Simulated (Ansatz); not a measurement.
# ZnGe2Ir2: relaxing a made-up structure

Starting from a made-up structure for ZnGe2Ir2, the aim is the relaxed cell, its shortest contacts and, where a second run follows, its electronic structure.

Main program and level: Ansatz 0.2.0; DFT, PBE, plane-wave PAW, files of the set soft_1, scalar-relativistic, no spin, cell and ions relaxed at zero pressure; PAW set soft_1.

**1. Set-up**

It takes space group I4/mmm (No. 139, tetragonal). Conventional cell: a = 3.759 Å, b = 3.759 Å, c = 9.604 Å, α = 90.00°, β = 90.00°, γ = 90.00°. Nearest to Ir lie 4 Ge at 2.23 Å and 4 Ir at 2.66 Å and 4 Zn at 3.05 Å. Nearest to Ge lie 4 Ir at 2.23 Å and 1 Ge at 2.41 Å and 4 Zn at 2.92 Å. Zn has 8 Ge at 2.92 Å and 8 Ir at 3.05 Å nearest. Farther neighbours are not listed.

**2. Relaxation of the guess**

The guessed cell has no reason to be at equilibrium. It is relaxed with the atoms, within the space group of the guess.

Contents of input.yaml:

```yaml
crystal:
  lattice:
    - [-1.8795, 1.8795, 4.802]
    - [1.8795, -1.8795, 4.802]
    - [1.8795, 1.8795, -4.802]
  atoms:
    - { symbol: Ir, position: [0.75, 0.25, 0.5] }
    - { symbol: Ir, position: [0.25, 0.75, 0.5] }
    - { symbol: Ge, position: [0.6253, 0.6253, 0.0] }
    - { symbol: Ge, position: [0.3747, 0.3747, 0.0] }
    - { symbol: Zn, position: [0.0, 0.0, 0.0] }
kpoints:
  mp_grid: { grid: [10, 10, 10] }
scf:
  occupations: { method: fermi_dirac, width: 0.05 }
hamiltonian:
  xc: pbe
  pseudopotentials: { kind: paw, azcp: { folder: soft_1 } }
relax:
  f_tol: 0.015
  max_steps: 70
  cell: {}
output:
  forces: true
  stress: true
```

On the command line:

```bash
> ansatz run input.yaml --threads 4 --pin off --max-ram 8192MiB --backend cpu --events-out ev --progress --plain --runs-dir out
```

Numbers of over 12 decimals in the logs are rounded to 6 here.

The log of the run:

```text
basis.fft_grid_basis auto: the FFT boxes are laid along the combinations [[1, 0, 1], [0, 1, 1], [0, 0, 1]] of the cell's own vectors, 3.759, 3.759 and 5.489 Å long. The dense box has 27×27×40 points. Along the cell's own vectors, as sized, it would have 40×40×40, 2.19 times as many. Of the 16 symmetry operations that the crystal satisfies within crystal.symmetry.tolerance (time reversal apart; of a slab, those that k [...]
Engine: ansatz 0.2.0, x86_64-unknown-linux-gnu
Pseudopotentials: kind: paw
Pseudopotential: Ir, paw, valence charge 17, recommended cutoff 420 eV (normal), soft_1/Ir.paw.azcp
Pseudopotential: Ge, paw, valence charge 14, recommended cutoff 420 eV (normal), soft_1/Ge.paw.azcp
Pseudopotential: Zn, paw, valence charge 12, recommended cutoff 420 eV (normal), soft_1/Zn.paw.azcp
Functional definition: PBE
  parameter kappa = 0.804
  parameter beta = 0.066725
  exchange = pbe_x(kappa = kappa, mu = beta*pi^2/3)
  correlation = pbe_c(beta = beta)
Crystal: 5 atoms, lattice volume = 67.853 Å³
Basis set: ecut = 420 eV, 1301 PW (Γ), FFT grids on a1+a3, a2+a3, a3, exchange–correlation on 54×54×80 points (8 copies of the dense FFT grid, shifted against one another)
Bands: 45, of which v1, the nominal top of the filled ones, is band 37 counted from 1 (36 counted from 0)
Symmetry: 16 space group operations
Space group: I4/mmm (ITA 139), of the structure as read, at distance tolerance 4.1e-5 Å
k-points: 102 of 1000
Non-local potential: Ir, projectors of the file, l = 0: 3, l = 1: 2, l = 2: 2, l = 3: 1
Non-local potential: Ge, projectors of the file, l = 0: 2, l = 1: 2, l = 2: 3, l = 3: 1
Non-local potential: Zn, projectors of the file, l = 0: 2, l = 1: 2, l = 2: 3, l = 3: 1
PAW form: soft (Blöchl's): semilocal exchange-correlation on the pseudo side does not see the compensation charge
PAW one-centre angular grid: Ir, 590 points (default); XC on 64 Gauss nodes
PAW one-centre angular grid: Ge, 590 points (default); XC on 64 Gauss nodes
PAW one-centre angular grid: Zn, 590 points (default); XC on 64 Gauss nodes
Initial density: superposition of atomic densities (chi_scale 0.1, normalization cell, long waves kept (reshape's long-wave potential 0.01 eV rms))
Initial wavefunctions: pseudopotential atomic-orbital guess
Functional: x = pbe(κ = 0.804, μ = 0.219515), c = pbe(β = 0.066725)
SCF iter   1: F=—  HF=-35778.845778 eV  |F-HF|=—  |Δ(HF+E_count)|=         —  Δρ=5.27e-2  dr2=1.42e0  ethr=3.10e-3  ⟨swp⟩=6.2  Hψ=17883  notcnv=0  defer=10
preconditioner: auto → Kerker (q_TF=auto, 2.768 Å⁻¹)  [metal: Δε(μ)=0.014 eV  Ē_g=17.190 eV  σ=0.050 eV  W_gap=0.07  n_scr=32 (ndim 8)  ℏωp=34.3 eV  f_vac=0.000  D(μ)=1.07/eV (n_scr^D=2)]
SCF iter   2: F=—  HF=-35778.678146 eV  |F-HF|=—  |Δ(HF+E_count)|=   1.68e-1  Δρ=3.02e-2  dr2=7.22e-1  ethr=1.92e-3  ⟨swp⟩=2.0  Hψ=5993  notcnv=0  defer=177
SCF iter   3: F=—  HF=-35778.564021 eV  |F-HF|=—  |Δ(HF+E_count)|=   1.14e-1  Δρ=1.59e-2  dr2=1.36e-1  ethr=9.75e-4  ⟨swp⟩=2.5  Hψ=6822  notcnv=0  defer=191
SCF iter   4: F=—  HF=-35778.492739 eV  |F-HF|=—  |Δ(HF+E_count)|=   7.13e-2  Δρ=5.45e-3  dr2=4.10e-2  ethr=1.84e-4  ⟨swp⟩=2.1  Hψ=7857  notcnv=0  defer=186
SCF iter   5: F=—  HF=-35778.484126 eV  |F-HF|=—  |Δ(HF+E_count)|=   8.61e-3  Δρ=2.25e-3  dr2=1.80e-3  ethr=5.54e-5  ⟨swp⟩=2.3  Hψ=6767  notcnv=0  defer=186
SCF iter   6: F=—  HF=-35778.484216 eV  |F-HF|=—  |Δ(HF+E_count)|=   8.94e-5  Δρ=7.28e-4  dr2=3.49e-4  ethr=2.43e-6  ⟨swp⟩=2.0  Hψ=8014  notcnv=0  defer=182
SCF iter   7: F=—  HF=-35778.483894 eV  |F-HF|=—  |Δ(HF+E_count)|=   3.21e-4  Δρ=2.52e-4  dr2=7.44e-5  ethr=4.71e-7  ⟨swp⟩=2.0  Hψ=7324  notcnv=0  defer=182
SCF iter   8: F=—  HF=-35778.483874 eV  |F-HF|=—  |Δ(HF+E_count)|=   2.00e-5  Δρ=1.21e-4  dr2=9.62e-6  ethr=1.00e-7  ⟨swp⟩=2.0  Hψ=6128  notcnv=0  defer=182
SCF iter   9: F=—  HF=-35778.483877 eV  |F-HF|=—  |Δ(HF+E_count)|=   2.27e-6  Δρ=3.70e-5  dr2=1.56e-6  ethr=1.30e-8  ⟨swp⟩=2.0  Hψ=6055  notcnv=0  defer=182
SCF iter  10: F=—  HF=-35778.483876 eV  |F-HF|=—  |Δ(HF+E_count)|=   3.10e-7  Δρ=1.32e-5  dr2=1.26e-7  ethr=2.11e-9  ⟨swp⟩=2.0  Hψ=6157  notcnv=0  defer=182
SCF iter  11: F=-35778.483876 eV  HF=-35778.483876 eV  |F-HF|=2.53e-9  |Δ(HF+E_count)|=   7.22e-9  Δρ=2.51e-6  dr2=5.09e-9  ethr=1.35e-10  ⟨swp⟩=4.1  Hψ=14201  notcnv=0
SCF 1 converged in 11 iterations: F = -35778.483876 eV  dr2 = 5.09e-9
  greatest PAW one-centre occupation: 1.000 electrons in one spin orbital (limit 2), on the Ir atom at site 1 (counted from 0), in its partial waves of l = 1
relax step   1: F+E_penalty+E_count = -35778.48387625 eV  Δ(F+E_penalty+E_count) = +0.000e0 eV  max|allowed force component| = 7.360e0 eV/Å  Δτ_max = 0.0000 Å  P = +77.003 GPa  Ω = 67.853 Å³  (11 SCF iters, dr2 threshold 1.00e-7 eV, accepted)
Crystal: 5 atoms, lattice volume = 76.782 Å³
Basis set: ecut = 420 eV, 1517 PW (Γ), FFT grids on a1+a3, a2+a3, a3, exchange–correlation on 54×54×80 points (8 copies of the dense FFT grid, shifted against one another)
Initial density: handed on by an earlier stage of this run
Initial wavefunctions: those handed on with the density
iter 1 solved again at ethr=2.26e-4 eV; its pass at ethr=3.10e-3 eV (dr2=1.67e-1 eV) is discarded
SCF iter   1: F=—  HF=-35781.911323 eV  |F-HF|=—  |Δ(HF+E_count)|=         —  Δρ=1.22e-2  dr2=1.67e-1  ethr=2.26e-4  ⟨swp⟩=1.9  Hψ=23439  notcnv=0
preconditioner: auto → Kerker (q_TF=auto, 2.712 Å⁻¹)  [metal: Δε(μ)=0.013 eV  Ē_g=16.155 eV  σ=0.050 eV  W_gap=0.06  n_scr=32 (ndim 8)  ℏωp=32.3 eV  f_vac=0.000  D(μ)=1.93/eV (n_scr^D=10)]
SCF iter   2: F=—  HF=-35781.895824 eV  |F-HF|=—  |Δ(HF+E_count)|=   1.55e-2  Δρ=7.22e-3  dr2=7.54e-2  ethr=2.25e-4  ⟨swp⟩=2.0  Hψ=5300  notcnv=0
SCF iter   3: F=—  HF=-35781.886050 eV  |F-HF|=—  |Δ(HF+E_count)|=   9.77e-3  Δρ=2.81e-3  dr2=1.03e-2  ethr=1.02e-4  ⟨swp⟩=2.1  Hψ=8372  notcnv=0
SCF iter   4: F=—  HF=-35781.881920 eV  |F-HF|=—  |Δ(HF+E_count)|=   4.13e-3  Δρ=1.51e-3  dr2=2.00e-3  ethr=1.39e-5  ⟨swp⟩=2.0  Hψ=8224  notcnv=0  defer=1
SCF iter   5: F=—  HF=-35781.881636 eV  |F-HF|=—  |Δ(HF+E_count)|=   2.84e-4  Δρ=5.94e-4  dr2=2.90e-4  ethr=2.70e-6  ⟨swp⟩=2.8  Hψ=8551  notcnv=0  defer=1
SCF iter   6: F=—  HF=-35781.881470 eV  |F-HF|=—  |Δ(HF+E_count)|=   1.66e-4  Δρ=2.84e-4  dr2=3.77e-5  ethr=3.92e-7  ⟨swp⟩=2.0  Hψ=7337  notcnv=0  defer=1
SCF iter   7: F=—  HF=-35781.881468 eV  |F-HF|=—  |Δ(HF+E_count)|=   1.36e-6  Δρ=7.63e-5  dr2=5.69e-6  ethr=5.09e-8  ⟨swp⟩=2.0  Hψ=6859  notcnv=0  defer=1
SCF iter   8: F=-35781.881467 eV  HF=-35781.881467 eV  |F-HF|=1.38e-7  |Δ(HF+E_count)|=   9.65e-7  Δρ=1.91e-5  dr2=3.37e-7  ethr=6.76e-10  ⟨swp⟩=3.1  Hψ=19530  notcnv=0
[...]
SCF iter   3: F=—  HF=-35782.551360 eV  |F-HF|=—  |Δ(HF+E_count)|=   1.69e-3  Δρ=1.32e-3  dr2=2.80e-3  ethr=1.65e-5  ⟨swp⟩=2.0  Hψ=6632  notcnv=0
SCF iter   4: F=—  HF=-35782.550166 eV  |F-HF|=—  |Δ(HF+E_count)|=   1.19e-3  Δρ=7.19e-4  dr2=3.86e-4  ethr=3.78e-6  ⟨swp⟩=2.0  Hψ=7508  notcnv=0
SCF iter   5: F=—  HF=-35782.550176 eV  |F-HF|=—  |Δ(HF+E_count)|=   9.64e-6  Δρ=3.19e-4  dr2=6.91e-5  ethr=5.22e-7  ⟨swp⟩=2.0  Hψ=7500  notcnv=0
SCF iter   6: F=—  HF=-35782.550133 eV  |F-HF|=—  |Δ(HF+E_count)|=   4.34e-5  Δρ=1.45e-4  dr2=1.09e-5  ethr=9.34e-8  ⟨swp⟩=2.0  Hψ=7482  notcnv=0
SCF iter   7: F=—  HF=-35782.550131 eV  |F-HF|=—  |Δ(HF+E_count)|=   1.36e-6  Δρ=3.10e-5  dr2=1.00e-6  ethr=1.48e-8  ⟨swp⟩=2.0  Hψ=6457  notcnv=0
SCF iter   8: F=-35782.550131 eV  HF=-35782.550131 eV  |F-HF|=8.88e-8  |Δ(HF+E_count)|=   2.53e-7  Δρ=1.06e-5  dr2=1.56e-7  ethr=6.76e-10  ⟨swp⟩=4.4  Hψ=15587  notcnv=0
SCF 3 converged in 8 iterations: F = -35782.550131 eV  dr2 = 1.56e-7
relax step   3: F+E_penalty+E_count = -35782.55013082 eV  Δ(F+E_penalty+E_count) = -6.687e-1 eV  max|allowed force component| = 6.928e-1 eV/Å  Δτ_max = 0.0277 Å  P = +7.637 GPa  Ω = 83.353 Å³  energy of the carried Pulay correction = -1.538e-2 eV  (8 SCF iters, dr2 threshold 5.00e-7 eV, accepted)
[...]
relax step   4: F+E_penalty+E_count = -35782.65731183 eV  Δ(F+E_penalty+E_count) = -1.072e-1 eV  max|allowed force component| = 1.783e-1 eV/Å  Δτ_max = 0.0083 Å  P = +1.204 GPa  Ω = 86.329 Å³  energy of the carried Pulay correction = -1.798e-2 eV  (7 SCF iters, dr2 threshold 5.00e-7 eV, accepted)
[...]
relax step   5: F+E_penalty+E_count = -35782.66158970 eV  Δ(F+E_penalty+E_count) = -4.278e-3 eV  max|allowed force component| = 2.625e-2 eV/Å  Δτ_max = 0.0010 Å  P = +0.013 GPa  Ω = 86.887 Å³  energy of the carried Pulay correction = -1.846e-2 eV  (6 SCF iters, dr2 threshold 5.00e-7 eV, accepted)
[...]
relax step   6: F+E_penalty+E_count = -35782.66163787 eV  Δ(F+E_penalty+E_count) = -4.816e-5 eV  max|allowed force component| = 6.245e-4 eV/Å  Δτ_max = 0.0005 Å  P = -0.019 GPa  Ω = 86.883 Å³  energy of the carried Pulay correction = -1.846e-2 eV  (6 SCF iters, dr2 threshold 4.31e-8 eV, accepted)
[...]
relax step   7: F+E_penalty+E_count = -35782.69071078 eV  Δ(F+E_penalty+E_count) = -2.907e-2 eV  max|allowed force component| = 4.542e-3 eV/Å  Δτ_max = 0.0000 Å  P = +0.360 GPa  Ω = 86.883 Å³  stress off target by 5.38e-1 GPa  SCF on the basis re-selected at this cell (its energy is not comparable with the rows above)  (10 SCF iters)
[...]
relax step   8: F+E_penalty+E_count = -35782.69123565 eV  Δ(F+E_penalty+E_count) = -5.249e-4 eV  max|allowed force component| = 3.924e-2 eV/Å  Δτ_max = 0.0052 Å  P = +0.139 GPa  Ω = 87.051 Å³  energy of the carried Pulay correction = -1.133e-4 eV  (6 SCF iters, dr2 threshold 5.00e-7 eV, accepted)
[...]
relax step   9: F+E_penalty+E_count = -35782.69136615 eV  Δ(F+E_penalty+E_count) = -1.305e-4 eV  max|allowed force component| = 5.014e-3 eV/Å  Δτ_max = 0.0019 Å  P = +0.043 GPa  Ω = 87.087 Å³  energy of the carried Pulay correction = -1.301e-4 eV  (6 SCF iters, dr2 threshold 1.23e-7 eV, accepted)
iter 1 solved again at ethr=3.52e-7 eV; its pass at ethr=3.10e-3 eV (dr2=2.60e-4 eV) is discarded
SCF iter   1: F=—  HF=-35782.691460 eV  |F-HF|=—  |Δ(HF+E_count)|=         —  Δρ=8.24e-5  dr2=1.45e-7  ethr=3.52e-7  ⟨swp⟩=3.0  Hψ=28096  notcnv=0
eigensolver tolerance schedule: the retry pair's looser diagonalisation over-reported the residual by 1792.18 of it (diagonalisation noise at 0.26 of the residual, at the tolerance the schedule requests for it); recorded, not acted on — ethr = c·dr2/N_el stays at c = 1.0e-1
preconditioner: auto → Kerker (q_TF=auto, 2.655 Å⁻¹)  [metal: Δε(μ)=0.016 eV  Ē_g=15.403 eV  σ=0.050 eV  W_gap=0.08  n_scr=32 (ndim 8)  ℏωp=30.3 eV  f_vac=0.000  D(μ)=1.59/eV (n_scr^D=10)]
SCF iter   2: F=—  HF=-35782.691502 eV  |F-HF|=—  |Δ(HF+E_count)|=   4.23e-5  Δρ=4.25e-5  dr2=6.03e-8  ethr=1.96e-10  ⟨swp⟩=2.2  Hψ=7881  notcnv=0
SCF iter   3: F=—  HF=-35782.691510 eV  |F-HF|=—  |Δ(HF+E_count)|=   7.89e-6  Δρ=6.91e-6  dr2=6.96e-9  ethr=8.15e-11  ⟨swp⟩=2.0  Hψ=5854  notcnv=0
SCF iter   4: F=—  HF=-35782.691510 eV  |F-HF|=—  |Δ(HF+E_count)|=   1.26e-7  Δρ=1.12e-6  dr2=4.51e-10  ethr=9.40e-12  ⟨swp⟩=2.0  Hψ=6227  notcnv=0
SCF iter   5: F=—  HF=-35782.691510 eV  |F-HF|=—  |Δ(HF+E_count)|=   3.91e-9  Δρ=4.06e-7  dr2=1.19e-10  ethr=1.00e-12  ⟨swp⟩=2.0  Hψ=7208  notcnv=0
SCF iter   6: F=—  HF=-35782.691510 eV  |F-HF|=—  |Δ(HF+E_count)|=  1.16e-10  Δρ=2.12e-7  dr2=5.65e-11  ethr=1.00e-12  ⟨swp⟩=4.0  Hψ=15491  notcnv=0
SCF iter   7: F=-35782.691510 eV  HF=-35782.691510 eV  |F-HF|=7.28e-12  |Δ(HF+E_count)|=  4.37e-11  Δρ=9.01e-8  dr2=1.84e-11  ethr=1.00e-12  ⟨swp⟩=4.0  Hψ=14464  notcnv=0
SCF 10 converged in 7 iterations: F = -35782.691510 eV  dr2 = 1.84e-11
relax step  10: F+E_penalty+E_count = -35782.69151008 eV  Δ(F+E_penalty+E_count) = -1.439e-4 eV  max|allowed force component| = 4.982e-3 eV/Å  Δτ_max = 0.0000 Å  P = +0.042 GPa  Ω = 87.087 Å³  stress off target by 4.57e-2 GPa  SCF on the basis re-selected at this cell (its energy is not comparable with the rows above)  (7 SCF iters)
basis re-selected at this cell: Δ(F+E_penalty+E_count) = -1.439e-4 eV, ΔP = -0.001 GPa vs the last step (what re-selecting the basis moved, of the pressure what is left beyond the Pulay correction that the steps carried, after the strain that the cell walked since its last selection, with what the two solves' SCF thresholds leave and, on support functions, any second-order correction that the steps lacked; it is no m [...]
SCF converged after 7 iterations
Free energy (F): -35782.691510 eV
Harris-Foulkes:  -35782.691510 eV  (|F-HF|=7.28e-12)
Internal energy: -35782.678479 eV  (E = F + TS)
E sigma→0 (E₀):  -35782.684994 eV
Entropy (-TS):   -0.013031 eV (-2.606 meV/atom)
Fermi energy:    14.580489 eV
--- Per-component energies (eV) ---
  E_band       = -560.139023
  E_kinetic    = 1415.755061
  E_local      = -9102.012488  (includes V_loc(G=0)·N_el)
  E_nonlocal   = 1639.320725
  E_hartree    = 3874.583350
  E_xc         = -681.286991
  E_vxc        = -693.315074  (∫ρ·V_xc dr)
  E_paw        = -24458.004003  (= ΣΔE_a)
  E_vpaw       = -1569.054268  (= ΣTr[D̂ρ^β])
  E_aug_tail   = 0.000496  (compensation charges beyond the density's cutoff)
  E_ewald      = -8471.034629
  E_smearing   = -0.013031  (= −TS)
  E_closure    = 0.000000  (closes the sum)
  Σ components = -35782.691510   (vs F -35782.691510, Δ=0.00e0)
--- Forces (eV/Å), atoms counted from 1 ---
  atom   1  Ir    -0.00000000    -0.00000000    -0.00000000
  atom   2  Ir     0.00000000     0.00000000     0.00000000
  atom   3  Ge    -0.00000000     0.00000000    -0.00498205
  atom   4  Ge     0.00000000     0.00000000     0.00498205
  atom   5  Zn     0.00000000     0.00000000     0.00000000
  max |Σ_I F_I| component: 3.47e-18 eV/Å
--- Stress (GPa, compression-positive) ---
        0.045701      -0.000000       0.000000
       -0.000000       0.045701      -0.000000
        0.000000      -0.000000       0.035540
  P = ⅓ Tr σ = 0.0423 GPa (0.423 kbar)
--- Relaxed structure (8 steps of the walk, 8 accepted, 2 SCFs on fresh bases) ---
  F+E_penalty+E_count = -35782.69151008 eV   max|allowed force component| = 4.982e-3 eV/Å   (the final SCF, on the basis selected at the relaxed cell)
  cell:  # Å, volume = 87.0871 Å³
    - [-2.108349, 2.108349, 4.897885]
    - [2.108349, -2.108349, 4.897885]
    - [2.108349, 2.108349, -4.897885]
  atoms:
    - { symbol: Ir, position: [0.750000, 0.250000, 0.500000] }
    - { symbol: Ir, position: [0.250000, 0.750000, 0.500000] }
    - { symbol: Ge, position: [0.621852, 0.621852, 0] }
    - { symbol: Ge, position: [0.378148, 0.378148, 0] }
    - { symbol: Zn, position: [3.262540898045719e-19, 3.2625408980457066e-19, 0] }
```

Elapsed: 41 s, on 4 threads of Intel Xeon Platinum 8375C at 2.90GHz (Ice Lake), shared host; peak memory 0.78 GiB.

Step by step:

| step | energy less that of the first step (eV) | largest force component (eV/Å) | pressure (GPa) | volume (Å³) |
| --- | --- | --- | --- | --- |
| 1 | 0.0000 | 7.3598 | 77.00 | 67.85 |
| 2 | -3.3976 | 1.2916 | 25.22 | 76.78 |
| 3 | -4.0663 | 0.6928 | 7.64 | 83.35 |
| 4 | -4.1734 | 0.1783 | 1.20 | 86.33 |
| 5 | -4.1777 | 0.0263 | 0.01 | 86.89 |
| 6 | -4.1778 | 0.0006 | -0.02 | 86.88 |
| 7* | -4.2068 | 0.0045 | 0.36 | 86.88 |
| 8 | -4.2074 | 0.0392 | 0.14 | 87.05 |
| 9 | -4.2075 | 0.0050 | 0.04 | 87.09 |
| 10* | -4.2076 | 0.0050 | 0.04 | 87.09 |

Relaxation steps marked * repeat the geometry before them on a plane-wave basis chosen anew for their cell, so energy and pressure can jump there.

Forces are held to the 16 operations that the run works with; a distortion that breaks them can't arise in this run.

| cell as run | before | after | change |
| --- | --- | --- | --- |
| a (Å) | 5.489 | 5.734 | +4.5 % |
| b (Å) | 5.489 | 5.734 | +4.5 % |
| c (Å) | 5.489 | 5.734 | +4.5 % |
| α (°) | 139.95 | 136.85 | -2.2 % |
| β (°) | 139.95 | 136.85 | -2.2 % |
| γ (°) | 57.93 | 62.66 | +8.2 % |
| volume (Å³/atom) | 13.57 | 17.42 | +28.3 % |

The atoms that moved most (Å, as changes of fractional coordinates times the final cell):

| atom | dx | dy | dz | length |
| --- | --- | --- | --- | --- |
| Ge3 | 0.000 | 0.000 | -0.034 | 0.034 |
| Ge4 | 0.000 | 0.000 | 0.034 | 0.034 |

Final coordinates:

```
Ir Ge Zn
1.0
    -2.10835    2.10835    4.89788
     2.10835   -2.10835    4.89788
     2.10835    2.10835   -4.89788
Ir Ge Zn
2 2 1
Direct
  0.75000 0.25000 0.50000
  0.25000 0.75000 0.50000
  0.62185 0.62185 0.00000
  0.37815 0.37815 0.00000
  0.00000 0.00000 0.00000
```

Numbers from this step:

```
free energy             : -35782.6915 eV
energy at zero smearing : -35782.6850 eV
smearing term TS        : 0.01303 eV
Fermi energy            : 14.58 eV
electrons               : 74
symmetry operations     : 16
pressure                : 0.04231 GPa
```

Shortest distances by pair of elements, guess and relaxed (not always the same contact):

| pair | guess (Å) | relaxed (Å) |
| --- | --- | --- |
| Ge–Ge | 2.407 | 2.387 |
| Ge–Ir | 2.229 | 2.454 |
| Ir–Ir | 2.658 | 2.982 |
| Ge–Zn | 2.918 | 3.212 |
| Ir–Zn | 3.049 | 3.231 |

The relaxation ends with a largest force component of 0.0050 eV/Å and a pressure of 0.04 GPa.

**3. Summary of results**

| Property | Result |
| --- | --- |
| space group, relaxed | I4/mmm |
| conventional cell | a = 4.217, b = 4.217, c = 9.796 Å; α = 90.0°, β = 90.0°, γ = 90.0° |
| volume per atom | 17.42 Å³ (guess 13.57) |

What this shows: ZnGe2Ir2 relaxes to I4/mmm with a = 4.217, b = 4.217 and c = 9.796 Å. The guessed volume was 22 % too small. The space group I4/mmm was held in the relaxation, so the end point is a stationary structure within it and may be a saddle against distortions or other arrangements. Mesh and cutoff weren't tested. Spin-orbit coupling is left out, which can matter for elements this heavy. No dispersion term is used, so weakly bound directions may come out too long. The runs have no spin, and magnetism wasn't tested. Nothing here tests whether the compound is stable against decomposition.

[Logs are printed without paths, hosts, clocks, repeated set-up lines and the standing remarks that a program may print on its own settings, such as how far it seeks lower states.]

[Hosts, paths, dates, database ids (printed as entryN), source tags and the programs' standing remarks are cut or masked in the printed files.]
